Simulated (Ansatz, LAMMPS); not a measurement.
# Forces and charges in Mg2+ triflate in trimethyl phosphate and diglyme at 440 K (131 atoms)

What does DFT give for Mg2+ triflate in trimethyl phosphate and diglyme at 440 K (131 atoms) as built?

Calculated with Ansatz 0.2.0; Kohn-Sham DFT, PBE+D3(BJ), PAW (set soft_2), plane waves.

### 1. The structure

The cell holds 131 atoms: 26 C, 28 O, 64 H, 4 P, 2 S, 6 F and 1 Mg. Its edges and angles: a = 11.943 Å, b = 11.943 Å, c = 11.943 Å, α = 90.0°, β = 90.0°, γ = 90.0°. 4 trimethyl phosphate, 2 diglyme, 1 Mg2+, 2 triflate placed at random, at 1.12 g/cm³; overlaps pushed apart, then 10 ps at 550 K with divalent ions of Li, Roberts, Chakravorty and Merz (J. Chem. Theory Comput. 9, 2733 (2013)); MMFF94 bonds, angles, torsions, charges and radii (Halgren, J. Comput. Chem. 17, 490 (1996)) in harmonic and 12-6 forms; charges of ions scaled by 0.8. Snapshot after 30 ps at 440 K and fixed volume.

Limits known from the start: The network of contacts between molecules at the start is that of the classical potential that made the cell, and needn't be the one that DFT or experiment would give. The density was typed from a rule of thumb and may lie off the real one at this temperature. Only the Γ point is sampled, in a cell whose shortest periodic width is 12 Å.

### 2. The classical run that made the cell

A classical potential supplies the starting structure, since it reaches far longer times than DFT.

This step: classical MD, divalent ions of Li, Roberts, Chakravorty and Merz (J. Chem. Theory Comput. 9, 2733 (2013)); MMFF94 bonds, angles, torsions, charges and radii (Halgren, J. Comput. Chem. 17, 490 (1996)) in harmonic and 12-6 forms; charges of ions scaled by 0.8 (LAMMPS 22 Jul 2025 - Update 4).

File in.lmp:

```
# Mg2+ triflate in trimethyl phosphate and diglyme
units real
atom_style full
boundary p p p
bond_style harmonic
angle_style harmonic
dihedral_style opls
improper_style harmonic
special_bonds lj 0 0 0.5 coul 0 0 0.75
read_data data.lmp
neigh_modify delay 0 every 1 check yes one 4000
comm_modify cutoff 12.0
timestep 0.5
thermo_style custom step time temp pe press density
thermo_modify norm yes
# push overlapping molecules apart
pair_style soft 2.6
pair_coeff * * 0.0
variable a equal ramp(1,60)
fix ad all adapt 1 pair soft a * * v_a
velocity all create 550 82305 mom yes dist gaussian
fix lim all nve/limit 0.03
fix lan all langevin 550 550 50 82306 zero yes
thermo 1000
run 3000 post no
unfix ad
pair_style lj/cut/coul/long 9.0
pair_modify mix arithmetic tail yes
pair_coeff 1 1 0.0678 3.3680   # C
pair_coeff 2 2 0.0763 3.0430   # O
pair_coeff 3 3 0.0216 2.5400   # H
pair_coeff 4 4 0.2596 3.1940   # P
pair_coeff 5 5 0.0763 3.0960   # O
pair_coeff 6 6 0.2681 3.4180   # S
# [... 20 lines left out ...]
compute msd all msd com yes
thermo 7500
fix md all nvt temp 440 440 100
run 30000 post no
print "== T440: mean square displacement over the hold $(c_msd[4]:%.2f) A^2"
unfix md
uncompute msd
write_dump all custom T440.dump id type xs ys zs modify sort id
```

On the command line:

```
$ lmp -in in.lmp -log none -nocite
```

Numbers of over 12 decimals in the logs are rounded to 6 here.

Log:

```text
LAMMPS (22 Jul 2025 - Update 4)
Reading data file ...
  orthogonal box = (0 0 0) to (11.9432 11.9432 11.9432)
  131 atoms
  orthogonal box = (0 0 0) to (11.9432 11.9432 11.9432)
  122 bonds
  210 angles
  162 dihedrals
WARNING: Bond/angle/dihedral extent > half of periodic box length
   Step          Time           Temp          PotEng         Press         Density
         0   0              550            0.77886923     2822.8948      1.1219995
      1000   500            460.06987      2.0781844      7734.0116      1.1219995
      2000   1000           539.53092      2.1758892      3576.7598      1.1219995
      3000   1500           494.23316      1.9373976      13350.517      1.1219995
Loop time of 0.219365 s on 1 MPI rank(s) for 3000 steps with 131 atoms
PPPM initialization ...
WARNING: System is not charge neutral, net charge = -0.00016
  G vector (1/distance) = 0.3073435
  grid = 8 8 8
  estimated relative force accuracy = 2.6599988e-05
   Step          Time           Temp          PotEng         Press         Density
      3000   1500           494.23316     -0.081785053    1589.8481      1.1219995
      3100   1550           494.23316     -2.9923323      2013.4013      1.1219995
      3200   1600           494.23316     -3.1199841      2324.8938      1.1219995
[... 15 lines left out ...]
Loop time of 0.738122 s on 1 MPI rank(s) for 2000 steps with 131 atoms
WARNING: Bond/angle/dihedral extent > half of periodic box length
   Step          Time           Temp          PotEng         Press         Density
      2000   1000           484.88989     -1.8536185      4139.8483      1.1219995
[... 5 lines left out ...]
WARNING: Bond/angle/dihedral extent > half of periodic box length
Loop time of 3.96044 s on 1 MPI rank(s) for 10000 steps with 131 atoms
WARNING: Bond/angle/dihedral extent > half of periodic box length
   Step          Time           Temp          PotEng         Press         Density
[... 4 lines left out ...]
WARNING: Bond/angle/dihedral extent > half of periodic box length
Loop time of 1.95003 s on 1 MPI rank(s) for 5000 steps with 131 atoms
WARNING: Bond/angle/dihedral extent > half of periodic box length
   Step          Time           Temp          PotEng         Press         Density
[... 2 lines left out ...]
     30000   29000          377.398       -2.2954134      2460.9465      1.1219995
     37500   36500          465.05367     -2.1552911     -370.36611      1.1219995
     45000   44000          423.95654     -2.2408318     -4440.8577      1.1219995
     47000   46000          462.88251     -2.3456708      5700.5494      1.1219995
WARNING: Bond/angle/dihedral extent > half of periodic box length
Loop time of 11.625 s on 1 MPI rank(s) for 30000 steps with 131 atoms
== T440: mean square displacement over the hold 31.56 A^2
```

Elapsed: 19 s, on 1 thread of Arm Neoverse V2, shared host; peak memory 0.13 GiB.

The input also reads data.lmp (atoms, bonds and types; not printed here).

### 3. Plane-wave single point

One self-consistent run at the given positions yields energy and forces.

File input.yaml:

```yaml
crystal:
  lattice:
    - [11.9432, 0.0, 0.0]
    - [0.0, 11.9432, 0.0]
    - [0.0, 0.0, 11.9432]
  atoms:
    - { symbol: C, position: [0.26235, 0.36982, 0.24394] }
    - { symbol: O, position: [0.29163, 0.28236, 0.1719] }
    - { symbol: C, position: [0.41279, 0.28406, 0.18667] }
    - { symbol: C, position: [0.47478, 0.38395, 0.14673] }
    - { symbol: O, position: [0.47617, 0.47337, 0.23271] }
    - { symbol: C, position: [0.53754, 0.56958, 0.18448] }
    - { symbol: C, position: [0.54009, 0.66714, 0.26851] }
    - { symbol: O, position: [0.60073, 0.62481, 0.36044] }
    - { symbol: C, position: [0.59839, 0.68972, 0.46188] }
    - { symbol: H, position: [0.32054, 0.38321, 0.31101] }
    - { symbol: H, position: [0.18823, 0.35003, 0.28712] }
    - { symbol: H, position: [0.25222, 0.44522, 0.19491] }
    - { symbol: H, position: [0.43878, 0.27085, 0.27193] }
    - { symbol: H, position: [0.44477, 0.21165, 0.1395] }
    - { symbol: H, position: [0.55038, 0.35369, 0.12739] }
    - { symbol: H, position: [0.43374, 0.42143, 0.07566] }
    - { symbol: H, position: [0.48571, 0.60164, 0.1197] }
    - { symbol: H, position: [0.62538, 0.54959, 0.16315] }
    - { symbol: H, position: [0.59123, 0.73242, 0.24571] }
    - { symbol: H, position: [0.45296, 0.69089, 0.30334] }
    - { symbol: H, position: [0.63385, 0.77579, 0.45461] }
    - { symbol: H, position: [0.65284, 0.6491, 0.52006] }
    - { symbol: H, position: [0.51217, 0.68375, 0.49062] }
    - { symbol: C, position: [0.112, 0.97201, 0.93708] }
    - { symbol: O, position: [0.07378, 0.05467, 0.00894] }
    - { symbol: C, position: [0.95648, 0.05996, 0.01284] }
    - { symbol: C, position: [0.89323, 0.05428, 0.90673] }
    - { symbol: O, position: [0.86336, 0.16236, 0.85661] }
    - { symbol: C, position: [0.81038, 0.13808, 0.75367] }
    - { symbol: C, position: [0.75662, 0.24202, 0.71388] }
    - { symbol: O, position: [0.70616, 0.2342, 0.60352] }
    - { symbol: C, position: [0.58874, 0.23476, 0.62395] }
    [... 93 atom lines left out ...]
    - { symbol: O, position: [0.1208, 0.95519, 0.31525] }
    - { symbol: C, position: [0.98851, 0.08103, 0.43274] }
    - { symbol: F, position: [0.89459, 0.03576, 0.38688] }
    - { symbol: F, position: [0.96545, 0.18842, 0.45872] }
    - { symbol: F, position: [0.00254, 0.02348, 0.52858] }
    - { symbol: Mg, position: [0.18636, 0.15621, 0.10219] }
kpoints:
  mp_grid: { grid: [1, 1, 1] }
hamiltonian:
  xc: pbe
  dispersion: d3bj
scf:
  occupations: { method: gaussian, width: 0.05 }
output:
  forces: true
  stress: true
  populations: intrinsic
  dos:
    method: { smearing: { sigma: 0.15 } }
    de: 0.1
    projected: { site_lists: { C: [C], F: [F], H: [H], Mg: [Mg], O: [O] } }
  eigenvalues: true
  write_density: true
  write_potential: true
  volumetric_format: npy
```

On the command line:

```
$ ansatz run input.yaml --threads 8 --pin off --max-ram 15872MiB --backend cpu --events-out ev --progress --plain --runs-dir out
```

Log:

```text
Engine: ansatz 0.2.0, aarch64-unknown-linux-gnu
Pseudopotentials: kind: paw
Pseudopotential: C, paw, valence charge 4, recommended cutoff 420 eV (normal), C.paw.azcp
Pseudopotential: O, paw, valence charge 6, recommended cutoff 420 eV (normal), O.paw.azcp
Pseudopotential: H, paw, valence charge 1, recommended cutoff 420 eV (normal), H.paw.azcp
Pseudopotential: P, paw, valence charge 5, recommended cutoff 420 eV (normal), P.paw.azcp
Pseudopotential: S, paw, valence charge 6, recommended cutoff 420 eV (normal), S.paw.azcp
Pseudopotential: F, paw, valence charge 7, recommended cutoff 420 eV (normal), F.paw.azcp
Pseudopotential: Mg, paw, valence charge 10, recommended cutoff 420 eV (normal), Mg.paw.azcp
[... 5 lines on functional and potentials left out ...]
Crystal: 131 atoms, lattice volume = 1703.578 Å³
Basis set: ecut = 420 eV, 33371 PW (Γ), exchange–correlation on 160×160×160 points (8 copies of the dense FFT grid, shifted against one another)
Bands: 341, of which v1, the nominal top of the filled ones, is band 210 counted from 1 (209 counted from 0)
Symmetry: 1 space group operations
Space group: P1 (ITA 1), of the structure as read, at distance tolerance 1.2e-4 Å
k-points: 1
[... 15 lines on functional and potentials left out ...]
Initial density: superposition of atomic densities (neutral atoms: chi_scale 0, normalization atom), corrected by the library's trained network
Initial wavefunctions: pseudopotential atomic-orbital guess
Functional: x = pbe(κ = 0.804, μ = 0.219515), c = pbe(β = 0.066725)
SCF iter   1: F=—  HF=-35029.508075 eV  |F-HF|=—  |Δ(HF+E_count)|=         —  Δρ=5.01e-3  dr2=6.50e-1  ethr=1.77e-3  ⟨swp⟩=6.0  Hψ=1669  notcnv=0  defer=103
preconditioner: auto → Resta (q_TF=auto, 2.160 Å⁻¹)  ε∞=2.3  [insulator: Δε(μ)=4.768 eV  Ē_g=15.842 eV  σ=0.050 eV  W_gap=1.00  n_scr=256 (ndim 8)  ℏωp=17.9 eV  f_vac=0.358  D(μ)=0.00/eV (n_scr^D=0)  ε∞_Penn≈2.3]
SCF iter   2: F=—  HF=-35029.341877 eV  |F-HF|=—  |Δ(HF+E_count)|=   1.66e-1  Δρ=2.73e-3  dr2=1.56e-1  ethr=1.55e-4  ⟨swp⟩=2.0  Hψ=466  notcnv=0  defer=124
SCF iter   3: F=—  HF=-35029.322508 eV  |F-HF|=—  |Δ(HF+E_count)|=   1.94e-2  Δρ=1.49e-3  dr2=5.34e-2  ethr=3.72e-5  ⟨swp⟩=4.0  Hψ=426  notcnv=0  defer=124
SCF iter   4: F=—  HF=-35029.311184 eV  |F-HF|=—  |Δ(HF+E_count)|=   1.13e-2  Δρ=5.78e-4  dr2=7.21e-3  ethr=1.27e-5  ⟨swp⟩=3.0  Hψ=435  notcnv=0  defer=124
SCF iter   5: F=—  HF=-35029.309866 eV  |F-HF|=—  |Δ(HF+E_count)|=   1.32e-3  Δρ=3.41e-4  dr2=1.88e-3  ethr=1.72e-6  ⟨swp⟩=3.0  Hψ=613  notcnv=0  defer=124
SCF iter   6: F=—  HF=-35029.309486 eV  |F-HF|=—  |Δ(HF+E_count)|=   3.80e-4  Δρ=1.09e-4  dr2=1.88e-4  ethr=4.47e-7  ⟨swp⟩=3.0  Hψ=420  notcnv=0  defer=124
SCF iter   7: F=—  HF=-35029.309488 eV  |F-HF|=—  |Δ(HF+E_count)|=   2.64e-6  Δρ=4.03e-5  dr2=2.76e-5  ethr=4.47e-8  ⟨swp⟩=3.0  Hψ=442  notcnv=0  defer=124
SCF iter   8: F=—  HF=-35029.309784 eV  |F-HF|=—  |Δ(HF+E_count)|=   2.96e-4  Δρ=2.05e-5  dr2=6.51e-6  ethr=6.57e-9  ⟨swp⟩=3.0  Hψ=481  notcnv=0  defer=124
SCF iter   9: F=—  HF=-35029.309783 eV  |F-HF|=—  |Δ(HF+E_count)|=   1.04e-6  Δρ=6.05e-6  dr2=6.71e-7  ethr=1.55e-9  ⟨swp⟩=3.0  Hψ=481  notcnv=0  defer=124
SCF iter  10: F=—  HF=-35029.309783 eV  |F-HF|=—  |Δ(HF+E_count)|=   2.02e-8  Δρ=2.93e-6  dr2=1.49e-7  ethr=1.60e-10  ⟨swp⟩=2.0  Hψ=422  notcnv=0  defer=124
SCF iter  11: F=-35029.309783 eV  HF=-35029.309783 eV  |F-HF|=1.55e-8  |Δ(HF+E_count)|=   2.90e-8  Δρ=1.17e-6  dr2=2.37e-8  ethr=2.38e-11  ⟨swp⟩=21.0  Hψ=3511  notcnv=0
SCF 1 converged in 11 iterations: F = -35029.309783 eV  dr2 = 2.37e-8
  greatest PAW one-centre occupation: 1.000 electrons in one spin orbital (limit 2), on the Mg atom at site 130 (counted from 0), in its partial waves of l = 0
WARN: The input density's exchange-correlation potential varies sharply where the density is thin. Do not read a vacuum level from v_tot or v_xc, or from such a field of the output density. On a cell that repeats whose density bears no net charge and no dipole along the vacuum's axis use v_es (v_loc + v_h of the components); [...]
SCF converged after 11 iterations
Free energy (F): -35029.309783 eV
Harris-Foulkes:  -35029.309783 eV  (|F-HF|=1.55e-8)
Internal energy: -35029.309783 eV  (E = F + TS)
E sigma→0 (E₀):  -35029.309783 eV
Fermi energy:    1.332431 eV
--- Per-component energies (eV) ---
  E_band       = -4194.631961
  E_kinetic    = 10059.180872
  E_local      = -47515.639190  (includes V_loc(G=0)·N_el)
  E_nonlocal   = 2869.019939
  E_hartree    = 19042.638757
  E_xc         = -4840.589141
  E_vxc        = -5995.681753  (∫ρ·V_xc dr)
  E_paw        = -12026.656188  (= ΣΔE_a)
  E_vpaw       = -1696.779958  (= ΣTr[D̂ρ^β])
  E_aug_tail   = -0.007511  (compensation charges beyond the density's cutoff)
  E_ewald      = -2610.937689
  E_disp       = -6.319632  (pairwise vdW)
  E_smearing   = -0.000000  (= −TS)
  E_closure    = 0.000000  (closes the sum)
  Σ components = -35029.309783   (vs F -35029.309783, Δ=0.00e0)
--- Forces (eV/Å), atoms counted from 1 ---
  atom   1  C     -1.40389350     1.04417764     0.26139060
  atom   2  O      2.41914978    -0.19136184     0.83094106
  atom   3  C     -0.02792300    -1.96723971    -1.64677402
  atom   4  C     -3.96857508     2.65788090     1.75377659
  atom   5  O      1.49737183     0.15873166    -1.08145802
  atom   6  C     -0.60946151     0.04935837     2.01783760
  atom   7  C     -1.94841558    -2.79207248     2.42547650
  atom   8  O      1.20758977    -0.65170256     1.50126454
  atom   9  C     -0.19804020    -0.14840599    -1.36142553
  atom  10  H      0.76887335     0.14205415     0.28858261
  atom  11  H     -1.76102269    -0.32742742     0.38880408
  atom  12  H     -0.07915506     0.62345614     0.00818959
  atom  13  H     -0.28180609    -0.28749814     1.00972117
  atom  14  H     -0.07881772     0.04770878    -0.15337078
[...]
atom 130  F      0.55303651     0.07511673     0.25659698
  atom 131  Mg    -0.10716292     0.55444909     0.39684513
  max |Σ_I F_I| component: 6.41e-5 eV/Å
--- Stress (GPa, compression-positive) ---
        1.335838      -0.254587       0.799679
       -0.254587       0.983122       0.034153
        0.799678       0.034155       1.273559
  P = ⅓ Tr σ = 1.1975 GPa (11.975 kbar)
--- Band table (eV) ---
  k-point 0: bands = ["-74.5336", "-41.3029", "-41.2984", "-41.2811", [... 325 levels ...], "9.5115", "9.5514", "9.6211", "9.6347", "9.7233", "9.7553", "9.8271", "9.8386", "9.8798", "9.9235", "9.9447", "10.0004"]
--- intrinsic populations: 131 sites ---
  site symbol       q [e]
     0      C      4.3362
     1      O      6.4318
     2      C      4.1332
[...]
130     Mg      8.3778
  spilling = 0.000000 (of n_electrons = 420.000000)
```

Wall time 12 s (8 threads of Arm Neoverse V2, shared host); peak memory 2.1 GiB.

The program notes that the exchange-correlation potential is rough where the density is thin.

The run gave:

| Item | Value |
| --- | --- |
| free energy | -35029.3098 eV |
| free energy per atom | -267.3993 eV/atom |
| SCF cycles | 11 |
| pressure | 1.198 GPa |
| r.m.s. force component | 1.056 eV/Å |
| longest force | 5.088 eV/Å |
| Fermi energy | 1.332 eV |
| gap (highest filled to lowest empty level) | 4.321 eV |

Neighbours are counted within 1.34 Å (H-C), 1.73 Å (O-C), 2.08 Å (O-P), 1.88 Å (O-S), 2.62 Å (O-Mg), 1.85 Å (C-C), 1.62 Å (C-F), 2.21 Å (C-S).

Length of the force by element and coordination:

| element | coordination | atoms | mean length of the force (eV/Å) | spread | least | most |
| --- | --- | --- | --- | --- | --- | --- |
| C | all | 26 | 2.24 | 1.03 | 0.863 | 5.09 |
| F | all | 6 | 0.600 | 0.261 | 0.117 | 1.01 |
| H | all | 64 | 1.23 | 0.769 | 0.179 | 4.34 |
| Mg | all | 1 | 0.690 | 0 | 0.690 | 0.690 |
| O | all | 28 | 1.65 | 0.771 | 0.414 | 3.58 |
| O | 1 | 6 | 1.53 | 0.640 | 0.598 | 2.58 |
| O | 2 | 20 | 1.65 | 0.812 | 0.414 | 3.58 |
| O | 3 | 2 | 1.95 | 0.610 | 1.34 | 2.56 |
| P | all | 4 | 2.62 | 0.288 | 2.34 | 3.06 |
| S | all | 2 | 3.29 | 0.0861 | 3.20 | 3.37 |

Intrinsic-atomic-orbital charges by element and coordination:

| element | coordination | atoms | mean charge (e) | spread | least | most |
| --- | --- | --- | --- | --- | --- | --- |
| C | all | 26 | -0.191 | 0.233 | -0.336 | 0.579 |
| F | all | 6 | -0.271 | 0.0212 | -0.301 | -0.234 |
| H | all | 64 | 0.182 | 0.0206 | 0.134 | 0.223 |
| Mg | all | 1 | 1.62 | 0 | 1.62 | 1.62 |
| O | all | 28 | -0.699 | 0.212 | -1.01 | -0.385 |
| O | 1 | 6 | -0.939 | 0.0205 | -0.974 | -0.912 |
| O | 2 | 20 | -0.655 | 0.190 | -1.01 | -0.385 |
| O | 3 | 2 | -0.424 | 0.0076 | -0.432 | -0.417 |
| P | all | 4 | 2.10 | 0.0317 | 2.05 | 2.13 |
| S | all | 2 | 2.26 | 0.0238 | 2.24 | 2.29 |

Density of states as counts of states in windows of 1 eV (from the Fermi level), total and the larger projections:

| from (eV) | to (eV) | total | O p | C p | H s | F p | C s |
| --- | --- | --- | --- | --- | --- | --- | --- |
| -18 | -17 | 0.0 | 0.0 | 0.0 | 0.0 | 0.0 | 0.0 |
| -17 | -16 | 3.6 | 0.5 | 0.4 | 0.7 | 0.0 | 1.9 |
| -16 | -15 | 11.1 | 2.0 | 0.7 | 1.6 | 0.8 | 4.0 |
| -15 | -14 | 19.1 | 4.1 | 0.6 | 4.3 | 0.3 | 7.0 |
| -14 | -13 | 9.1 | 1.4 | 0.6 | 2.5 | 0.0 | 3.6 |
| -13 | -12 | 7.1 | 0.5 | 1.4 | 0.9 | 1.6 | 1.0 |
| -12 | -11 | 21.0 | 2.9 | 4.4 | 3.1 | 5.0 | 2.5 |
| -11 | -10 | 11.5 | 4.5 | 2.5 | 0.9 | 1.1 | 0.2 |
| -10 | -9 | 25.9 | 9.5 | 9.3 | 3.5 | 0.2 | 0.5 |
| -9 | -8 | 39.1 | 13.8 | 13.6 | 5.5 | 2.8 | 0.3 |
| -8 | -7 | 49.7 | 15.1 | 15.2 | 6.8 | 8.8 | 0.2 |
| -7 | -6 | 29.4 | 5.1 | 8.3 | 4.5 | 10.0 | 0.1 |
| -6 | -5 | 37.3 | 18.3 | 9.1 | 6.4 | 0.5 | 0.1 |
| -5 | -4 | 43.9 | 28.4 | 6.6 | 5.9 | 0.6 | 0.3 |
| -4 | -3 | 24.2 | 18.9 | 1.8 | 2.1 | 0.3 | 0.1 |
| -3 | -2 | 11.9 | 9.7 | 0.6 | 1.3 | 0.0 | 0.0 |
| -2 | -1 | 0.1 | 0.1 | 0.0 | 0.0 | 0.0 | 0.0 |
| -1 | 1 | 0.0 | 0.0 | 0.0 | 0.0 | 0.0 | 0.0 |
| 1 | 2 | 0.2 | 0.0 | 0.0 | 0.1 | 0.0 | 0.0 |
| 2 | 3 | 16.2 | 1.1 | 2.9 | 3.3 | 0.2 | 1.5 |
| 3 | 4 | 29.2 | 2.0 | 5.6 | 5.5 | 0.7 | 2.2 |
| 4 | 5 | 37.9 | 2.9 | 7.0 | 7.0 | 0.4 | 2.3 |

Between -26 and -18 eV lie 56 more states.

About 20 of the 420 electrons lie in deeper levels, below the stored range.

Not all projections were asked for or kept, so they needn't add up to the total.

The levels nearest the highest filled one (over half full), pooled over k-points and spins:

| level less the highest filled one (eV) | occupation |
| --- | --- |
| -0.670 | 2 |
| -0.619 | 2 |
| -0.565 | 2 |
| -0.434 | 2 |
| -0.387 | 2 |
| 0 | 2 |
| 4.32 | 0 |
| 4.54 | 0 |
| 4.78 | 0 |
| 4.86 | 0 |
| 4.92 | 0 |
| 4.98 | 0 |

Electrostatic potential energy in the ac plane at fractional y = 0.071, with atoms of O and C and H and F and S within 0.2 Å of it. With pseudopotentials it is smooth inside the atoms' cores, unlike the true potential.

Ten even steps from '0' (-38 eV) to '9' (6 eV), each cell a mean:
```
6423799999999999999999999999876422
8888999999999999999999999999720158
9999999999999999999999999999720158
9999999999999999999999999999875689
9999999999999999999999998788888999
9999999999878999999999997037789999
9999999998200699999999998678888999
9999999998200699999999999999988999
9999999999978999999999999999999999
9999999999999999999999999999999999
5799999999999999999999999999999996
2689999999999999999999999999999884
1588999899999999999999999999998741
0266774369999999999999999999985410
3530023379998778999999999999940132
7500104899997128999999999999975688
8730026899998678999999999999999999
9876678999999999999999999999999999
9998899999999999999999999999999999
9999999985468989999999999999999999
9999888873248989988999999999999999
9999887788789999989999999999999888
6534788889999999999999999999998522
2100489999999999999999999999987100
```
Columns run along a (11.9 Å; values clipped at the 3rd and 97th percentile), rows up along c (11.9 Å). Atoms in or near the plane, at fractional coordinates: O at (0.07, 0.01), C at (0.96, 0.01), C at (0.89, 0.91), H at (0.75, 0.76), H at (0.40, 0.34), F at (0.34, 0.70), S at (0.11, 0.34), C at (0.99, 0.43).

(Part 1 of 2 ends here.)

[Logs are printed without paths, hosts, clocks, repeated set-up lines and the standing remarks that a program may print on its own settings, such as how far it seeks lower states.]

[Hosts, paths, dates, database ids (printed as entryN), source tags and the programs' standing remarks are cut or masked in the printed files.]

[The MMFF94 radii named for the starting cell were scaled by 0.96; in molecules described by MMFF94, hydrogen bound to N, O or S took a small fixed 12-6 site in their place.]
